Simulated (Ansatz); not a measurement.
Rows from a G0W0 calculation on Cs4Cd3PbCl12 (ordered model alloy, started on the CsPbCl3 lattice) (Im-3m) (Ansatz 0.2.0; G0W0 on LDA, plane waves, PAW; PAW set soft_1; 2×2×2 mesh, 920 empty bands, screening to 80 eV, PAW set soft_1 files), in eV. Spin-orbit coupling is left out.

| row | k | band | start | Σx | Σc at the solution | Vxc |
| --- | --- | --- | --- | --- | --- | --- |
| A | (-0.500, -0.500, -0.500) | v1 | 4.760 | -22.728 | 1.937 | -20.372 |
| B | (0.000, 0.000, -0.500) | c1 | 7.120 | -10.645 | -3.558 | -15.351 |
| C | (-0.500, -0.500, -0.500) | c1 | 8.328 | -11.976 | -3.879 | -17.097 |
| D | (0.000, 0.000, -0.500) | c2 | 8.230 | -10.690 | -3.566 | -15.393 |
| E | (0.000, 0.000, -0.500) | v1 | 4.032 | -21.355 | 2.012 | -18.846 |
| F | (-0.500, -0.500, -0.500) | v2 | 3.704 | -24.116 | 2.899 | -20.538 |

**Question.** Give the quasiparticle energies and the shift of each level.

The quasiparticle equation reads E = start + Σx + Σc(E) − Vxc.

| row | E (eV) | shift (eV) |
| --- | --- | --- |
| A | 4.341 | −0.419 |
| B | 8.269 | +1.149 |
| C | 9.571 | +1.243 |
| D | 9.367 | +1.137 |
| E | 3.534 | −0.497 |
| F | 3.026 | −0.678 |

The gap over the computed points goes from 2.36 eV to 3.93 eV.

Limits: not at the basis limit; d shell near the gap, gap tends to lie low; no spin-orbit coupling.

[Runs of the session that timed out or met a known fault of the program may be left out.]

[Cells called generated may have been cut or substituted from an entry of the Crystallography Open Database or the Materials Project.]

[Hosts, paths, dates, database ids (printed as entryN), source tags and the programs' standing remarks are cut or masked in the printed files.]
